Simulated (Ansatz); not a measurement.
# Mo(110) film, 5 layers, adrow: surface scattering, part 2 of 2

How does Mo(110) film, 5 layers, adrow scatter electrons that run along the film?

Ansatz 0.2.0; Ansatz plane-wave DFT, PBE, PAW files; relaxation of the atoms about the surface defect; PAW set soft_1 (the session's first sound run).

So far. Step 2 (Relaxing about the defect): The largest force component on a free atom ends at 0.023 eV/Å, under the tolerance of 0.03, after 5 steps.

## (3) Transmission along the film

The film far from the defect is the lead. The first vector holds vacuum and takes one k-point. Energies from -0.05 to 0.05 eV in steps of 0.05 eV are too few for the program's thermal sum, so it prints no conductance; for a metal the transmission near the Fermi level serves, at a fraction of the cost.

This step: Ansatz plane-wave DFT, PBE, PAW files; ballistic transport by layer matching (Landauer), zero bias; PAW set soft_1 (Ansatz 0.2.0).

Input file input.yaml:

```yaml
crystal:
  lattice:
    - [22.126325202, 0.0, 0.0]
    - [0.0, 3.147, 0.0]
    - [0.0, 0.0, 35.6042406463]
  atoms:
    - { symbol: Mo, position: [0.203377649, 0.0, 0.0] }
    - { symbol: Mo, position: [0.203377649, 0.5, 0.0625] }
    - { symbol: Mo, position: [0.3039485761, 0.5, 0.0] }
    - { symbol: Mo, position: [0.3039485761, 0.0, 0.0625] }
    - { symbol: Mo, position: [0.4045195033, 0.0, 0.0] }
    - { symbol: Mo, position: [0.4045195033, 0.5, 0.0625] }
    - { symbol: Mo, position: [0.5050904305, 0.5, 0.0] }
    - { symbol: Mo, position: [0.5050904305, 0.0, 0.0625] }
    - { symbol: Mo, position: [0.6056613576, 0.0, 0.0] }
    - { symbol: Mo, position: [0.6056613576, 0.5, 0.0625] }
    - { symbol: Mo, position: [0.203377649, 0.0, 0.125] }
    - { symbol: Mo, position: [0.203377649, 0.5, 0.1875] }
    - { symbol: Mo, position: [0.3039485761, 0.5, 0.125] }
    - { symbol: Mo, position: [0.3039485761, 0.0, 0.1875] }
    - { symbol: Mo, position: [0.4045195033, 0.0, 0.125] }
    - { symbol: Mo, position: [0.4045195033, 0.5, 0.1875] }
    - { symbol: Mo, position: [0.5050904305, 0.5, 0.125] }
    - { symbol: Mo, position: [0.5050904305, 0.0, 0.1875] }
    - { symbol: Mo, position: [0.6056613576, 0.0, 0.125] }
    - { symbol: Mo, position: [0.6056613576, 0.5, 0.1875] }
    - { symbol: Mo, position: [0.203377649, 0.0, 0.25] }
    - { symbol: Mo, position: [0.203377649, 0.5, 0.3125] }
    - { symbol: Mo, position: [0.3039485761, 0.5, 0.25] }
    - { symbol: Mo, position: [0.3039485761, 0.0, 0.3125] }
    - { symbol: Mo, position: [0.4045195033, 0.0, 0.25] }
    - { symbol: Mo, position: [0.4045195033, 0.5, 0.3125] }
    - { symbol: Mo, position: [0.5050904305, 0.5, 0.25] }
    - { symbol: Mo, position: [0.5050904305, 0.0, 0.3125] }
    - { symbol: Mo, position: [0.6056613576, 0.0, 0.25] }
    - { symbol: Mo, position: [0.6056613576, 0.5, 0.3125] }
    - { symbol: Mo, position: [0.203377649, 0.0, 0.375] }
    - { symbol: Mo, position: [0.203377649, 0.5, 0.4375] }
    - { symbol: Mo, position: [0.3039485761, 0.5, 0.375] }
    - { symbol: Mo, position: [0.3039485761, 0.0, 0.4375] }
    - { symbol: Mo, position: [0.4045195033, 0.0, 0.375] }
    - { symbol: Mo, position: [0.4045195033, 0.5, 0.4375] }
    - { symbol: Mo, position: [0.5068581686, 0.5, 0.37499318] }
    - { symbol: Mo, position: [0.5067542473, 0.0, 0.437259748] }
    - { symbol: Mo, position: [0.6041803301, 0.0, 0.3739013672] }
    - { symbol: Mo, position: [0.6081201372, 0.5, 0.4364161198] }
    - { symbol: Mo, position: [0.203377649, 0.0, 0.5] }
    - { symbol: Mo, position: [0.203377649, 0.5, 0.5625] }
    - { symbol: Mo, position: [0.3039485761, 0.5, 0.5] }
    - { symbol: Mo, position: [0.3039485761, 0.0, 0.5625] }
    - { symbol: Mo, position: [0.4045195033, 0.0, 0.5] }
    - { symbol: Mo, position: [0.4045195033, 0.5, 0.5625] }
    - { symbol: Mo, position: [0.5034326734, 0.5, 0.5] }
    - { symbol: Mo, position: [0.5067542473, 0.0, 0.562740252] }
    - { symbol: Mo, position: [0.6034322767, 0.0, 0.5] }
    - { symbol: Mo, position: [0.6081201372, 0.5, 0.5635838802] }
    - { symbol: Mo, position: [0.203377649, 0.0, 0.625] }
    - { symbol: Mo, position: [0.203377649, 0.5, 0.6875] }
    - { symbol: Mo, position: [0.3039485761, 0.5, 0.625] }
    - { symbol: Mo, position: [0.3039485761, 0.0, 0.6875] }
    - { symbol: Mo, position: [0.4045195033, 0.0, 0.625] }
    - { symbol: Mo, position: [0.4045195033, 0.5, 0.6875] }
    - { symbol: Mo, position: [0.5068581686, 0.5, 0.62500682] }
    - { symbol: Mo, position: [0.5050904305, 0.0, 0.6875] }
    - { symbol: Mo, position: [0.6041803301, 0.0, 0.6260986328] }
    - { symbol: Mo, position: [0.6056613576, 0.5, 0.6875] }
    - { symbol: Mo, position: [0.203377649, 0.0, 0.75] }
    - { symbol: Mo, position: [0.203377649, 0.5, 0.8125] }
    - { symbol: Mo, position: [0.3039485761, 0.5, 0.75] }
    - { symbol: Mo, position: [0.3039485761, 0.0, 0.8125] }
    - { symbol: Mo, position: [0.4045195033, 0.0, 0.75] }
    - { symbol: Mo, position: [0.4045195033, 0.5, 0.8125] }
    - { symbol: Mo, position: [0.5050904305, 0.5, 0.75] }
    - { symbol: Mo, position: [0.5050904305, 0.0, 0.8125] }
    - { symbol: Mo, position: [0.6056613576, 0.0, 0.75] }
    - { symbol: Mo, position: [0.6056613576, 0.5, 0.8125] }
    - { symbol: Mo, position: [0.203377649, 0.0, 0.875] }
    - { symbol: Mo, position: [0.203377649, 0.5, 0.9375] }
    - { symbol: Mo, position: [0.3039485761, 0.5, 0.875] }
    - { symbol: Mo, position: [0.3039485761, 0.0, 0.9375] }
    - { symbol: Mo, position: [0.4045195033, 0.0, 0.875] }
    - { symbol: Mo, position: [0.4045195033, 0.5, 0.9375] }
    - { symbol: Mo, position: [0.5050904305, 0.5, 0.875] }
    - { symbol: Mo, position: [0.5050904305, 0.0, 0.9375] }
    - { symbol: Mo, position: [0.6056613576, 0.0, 0.875] }
    - { symbol: Mo, position: [0.6056613576, 0.5, 0.9375] }
    - { symbol: Mo, position: [0.6861935119, 0.5, 0.5] }
kpoints:
  mp_grid: { grid: [1, 10, 1] }
hamiltonian:
  xc: pbe
  pseudopotentials: { kind: paw, azcp: { folder: soft_1 } }
scf:
  occupations: { method: fermi_dirac, width: 0.1 }
output:
  transmission:
    leads: [[0, 10]]
    kmesh: [1, 20]
    e_range: [-0.05, 0.05]
    de: 0.05
  write_potential: true
  write_density: true
  volumetric_format: npy
  elf: true
```

Launch:

```
$ ansatz run input.yaml --threads 8 --pin off --max-ram 15360MiB --backend cpu --events-out ev --progress --plain --runs-dir out
```

Numbers of over 12 decimals in the logs are rounded to 6 here.

The log of the run:

```text
[...]
Crystal: 81 atoms, lattice volume = 2479.178 Å³
Basis set: ecut = 420 eV, 48537 PW (Γ)
Bands: 681, of which v1, the nominal top of the filled ones, is band 567 counted from 1 (566 counted from 0)
Symmetry: 4 space group operations
[...]
k-points: 6 of 10
[...]
SCF iter   1: F=—  HF=-401461.675857 eV  |F-HF|=—  |Δ(HF+E_count)|=         —  Δρ=7.52e-2  dr2=4.39e2  ethr=3.10e-3  ⟨swp⟩=11.5  Hψ=20447  notcnv=0
[...]
SCF iter  12: F=-401400.383683 eV  HF=-401400.383683 eV  |F-HF|=3.73e-9  |Δ(HF+E_count)|=   1.97e-8  Δρ=7.15e-7  dr2=2.65e-8  ethr=8.82e-12  ⟨swp⟩=10.2  Hψ=17800  notcnv=0
SCF 1 converged in 12 iterations: F = -401400.383683 eV  dr2 = 2.65e-8
[...]
transmission: 70 of 682 steps passed
transmission: 140 of 682 steps passed
[...]
transmission: 682 of 682 steps passed
WARN: The input density's exchange-correlation potential varies sharply where the density is thin. Do not read a vacuum level from v_tot or v_xc, or from such a field of the output density. On a cell that repeats whose density bears no net charge and no dipole along the vacuum's axis use v_es (v_loc + v_h of the components); under efield.dipole_correction with no amplitude use v_es + v_field, which holds any external [...]
SCF converged after 12 iterations
Free energy (F): -401400.383683 eV
[...]
Internal energy: -401398.040018 eV  (E = F + TS)
E sigma→0 (E₀):  -401399.211850 eV
Entropy (-TS):   -2.343665 eV (-28.934 meV/atom)
Fermi energy:    8.633035 eV
[...]
--- Band table (eV; the first three rows and the last of 6) ---
  k-point 0: bands = [... 563 lower, 8.3944, 8.4066, 8.4324, 8.4542, 8.4715, 8.4792, 8.5049, 8.5441, ... 110 higher]
  k-point 1: bands = [... 563 lower, 8.4971, 8.5394, 8.5558, 8.5698, 8.5740, 8.5976, 8.6201, 8.6268, ... 110 higher]
  k-point 2: bands = [... 563 lower, 8.5425, 8.5759, 8.6479, 8.6835, 8.7410, 8.7468, 8.7765, 8.7916, ... 110 higher]
  k-point 5: bands = [... 563 lower, 8.7585, 8.8330, 8.8492, 8.9007, 8.9978, 9.0177, 9.0343, 9.1254, ... 110 higher]
--- Transmission ---
  basis      : 623 plane waves across, 62 finite elements along
  points     : 11, standing for a mesh of 1 x 20
  energies   : 3 from -0.050000 to 0.050000 eV about the Fermi level, 0.050000 eV apart; the leads are filled to 0.000000 eV, and channels, transmission and decay are at 0.000000 eV
  crystal 0  : Mo10, at the sites [0, 10], period 4.4505 Å, over 24.48 Å; its Hamiltonian steps by up to 5.1 meV
    offset         : up to 0.0000 Å between an atom of the period and one for which it stands
    channels       : 6.300000e0 a spin
    conductance    : none, the energies end too early or step too widely for 300 K: set another output.transmission.e_range or a lower de, or, where they end at an eighth of basis.ecutwfc, a higher one
  junction   : crystal 0 to crystal 0, 0.41 to 31.57 Å
    transmission   : 4.243349e0 a spin
[...]
```

It took 19 min on 8 threads of Intel Xeon at 2.70GHz, shared host; peak memory 10 GiB; 2.1 h of CPU time.

In the SCF lines HF is the Harris–Foulkes energy and dr2 the Hartree energy of the density residual, in eV; the loop may stop once dr2 is under the threshold and the program's other checks hold. Hψ counts applications of the Hamiltonian.

This step gave:

| Item | Value |
| --- | --- |
| free energy | -401400.3837 eV |
| energy at zero smearing | -401399.2119 eV |
| Fermi energy | 8.633 eV |
| cell area | 69.63 Å² |
| transmission per spin nearest the Fermi level | 4.243 |
| open channels per spin nearest the Fermi level | 6.3 |
| step of the lead's potential | 5.1 meV |

Per spin. Transmission, zone mean against energy, zero at the Fermi level:

```tsv
energy (eV)	transmission, zone mean
-0.0500	4.12
0.0000	4.24
0.0500	4.39
```

Per spin. Open channels, zone mean, lead against energy, zero at the Fermi level:

```tsv
energy (eV)	open channels, zone mean, lead
-0.0500	6
0.0000	6.3
0.0500	6.4
```

Valence density in the ca plane at fractional y = 0.500, with atoms of Mo within 0.2 Å of it. It is the smooth field of the valence electrons, not physical close to the nuclei.

Ten steps, logarithmic in the rise over the least value, from '0' (0.0 e/Å³) to '9' (6.4 e/Å³), each cell a mean:
```
00000000000000000000000000000000000000000000
00000000000000000000000000000000000000000000
00000000000000000000000000000000000000000000
00000000000000000000000000000000000000000000
00000000000000000000000000000000000000000000
00000000000000000000000000000000000000000000
00000000000000000000000000000000000000000000
21111000000111111000000111111100000111111100
78763222223467763222222367764222222357764322
89985333334689985333333589986333333589996433
45543345543346543345543345543345543345653334
33334689985333333589985333333589986333333579
33333478764333333468864333333468874333333468
78864333333478864333333478874333333468875333
89974333333589985333333589985333333579986433
45433356643344443346643344443346653334443345
33334699985333333589985333333589986433333589
34433467753334433467754334433357764334433357
89874333333589975333333579975333333479985333
89974333333589975333333579975333333479985333
23221111111122221111111122221111111122221111
00000000000000000000000000000000000000000000
00000000000000000000000000000000000000000000
00000000000000000000000000000000000000000000
```
Columns run along c (16.0 Å, from fractional 0.55 to 1.00 of the cell), rows up along a (22.1 Å). Atoms in or near the plane, at fractional coordinates: Mo at (0.56, 0.20), Mo at (0.56, 0.40), Mo at (0.56, 0.61), Mo at (0.69, 0.20), Mo at (0.62, 0.30), Mo at (0.69, 0.40), Mo at (0.63, 0.51), Mo at (0.69, 0.61), Mo at (0.81, 0.20), Mo at (0.75, 0.30), Mo at (0.81, 0.40), Mo at (0.75, 0.51), Mo at (0.81, 0.61), Mo at (0.94, 0.20) and more.

Electrostatic potential energy in the ca plane at fractional y = 0.500, with atoms of Mo within 0.2 Å of it. With pseudopotentials it is smooth inside the atoms' cores, unlike the true potential.

Ten even steps from '0' (-60 eV) to '9' (13 eV), each cell a mean:
```
99999999999999999999999999999999999999999999
99999999999999999999999999999999999999999999
99999999999999999999999999999999999999999999
99999999999999999999999999999999999999999999
99999999999999999999999999999999999999999999
99999999999999999999999999999999999999999999
99999999999999999999999999999999999999999999
99999999999999999999999999999999999999999999
54468999999864468999999864468999999864468999
10037999998610027999999720026999999730016899
87789987789987789987889987789988789987778988
99998610037999999620027999999730026899999730
99999753468999999853358999999853357999999864
43368999999743358999999853357999999853347999
10147999998620037999999730026999999730026899
88889876789988889976689988889986678988889987
99998610037999998620026999999720016899999730
98999865578998999865568998899875568999899875
31258999999731247999999741147999999842137999
31248999999731147999999741137999999841136999
98899999999998899999999998899999999998899999
99999999999999999999999999999999999999999999
99999999999999999999999999999999999999999999
99999999999999999999999999999999999999999999
```
Columns run along c (16.0 Å, from fractional 0.55 to 1.00 of the cell; values clipped at the 3rd and 97th percentile), rows up along a (22.1 Å). Atoms in or near the plane, at fractional coordinates: Mo at (0.56, 0.20), Mo at (0.56, 0.40), Mo at (0.56, 0.61), Mo at (0.69, 0.20), Mo at (0.62, 0.30), Mo at (0.69, 0.40), Mo at (0.63, 0.51), Mo at (0.69, 0.61), Mo at (0.81, 0.20), Mo at (0.75, 0.30), Mo at (0.81, 0.40), Mo at (0.75, 0.51), Mo at (0.81, 0.61), Mo at (0.94, 0.20) and more.

ELF in the ca plane at fractional y = 0.500, with atoms of Mo within 0.2 Å of it. It is the smooth field of the valence electrons, not physical close to the nuclei.

Ten even steps from '0' (0.00) to '9' (0.67), each cell a mean:
```
00000000000000000000000000000000000000000000
00000000000000000000000000000000000000000000
00000000000000000000000000000000000000000000
00000000000000000000000000000000000000000000
00000000000000000000000000000000000000000000
00000000000000000000000000000000000000000000
32100111111000001111111000000111111100000111
53112455554210012455554210012455555310012455
67743576775257743576675347743576676346753577
98984565564598984465564498895465565489895466
45543345544445544445544445544445544445544444
65664598984466664498884466664489894466665379
55564357743565565357753565565357753465555347
68753565564368753565565357753465565357863465
98973565664488884466664488884466565379885466
45544346544445544445544445544445544445544445
65664598984465664498894465564499895466565489
55554356643455554346643455554346643455555336
88863565564478863465564378873465564368874465
88863676674488974576675479874576675369884476
11113666665211113576665211112576666311112566
00011222222100001222222100001222222110001222
00000000000000000000000000000000000000000000
00000000000000000000000000000000000000000000
```
Columns run along c (16.0 Å, from fractional 0.55 to 1.00 of the cell), rows up along a (22.1 Å). Atoms in or near the plane, at fractional coordinates: Mo at (0.56, 0.20), Mo at (0.56, 0.40), Mo at (0.56, 0.61), Mo at (0.69, 0.20), Mo at (0.62, 0.30), Mo at (0.69, 0.40), Mo at (0.63, 0.51), Mo at (0.69, 0.61), Mo at (0.81, 0.20), Mo at (0.75, 0.30), Mo at (0.81, 0.40), Mo at (0.75, 0.51), Mo at (0.81, 0.61), Mo at (0.94, 0.20) and more.

Over the solved energies the transmission per spin lies between 4.12 and 4.39, out of 6.23 channels of the lead on average (up to 6.4).

## (4) Share that passes

This step: Ansatz plane-wave DFT, PBE, PAW files; ballistic transport by layer matching (Landauer), zero bias; share of the film's channels that pass the defect (the area holds the vacuum); PAW set soft_1 (Ansatz 0.2.0).

Numbers from this step:

```
T over the leads' mean channel count : 0.6820
```

Averaged over the energies near the Fermi level, 68.2 % of the channels pass.

## (5) Outcome

| Property | Result |
| --- | --- |
| share of the film's channels that pass | 0.682 |

68 % of the film's channels pass the defect. The film is 5 layers thick, so the defect disturbs a good part of its section. It runs straight across the current without end, so the wavevector along it is kept. Only atoms near the defect are relaxed, while the rest of the face keeps bulk spacings, so part of the reflection may come from that relaxed patch.

[Logs are printed without paths, hosts, clocks, repeated set-up lines and the standing remarks that a program may print on its own settings, such as how far it seeks lower states.]

[Hosts, paths, dates, database ids (printed as entryN), source tags and the programs' standing remarks are cut or masked in the printed files.]
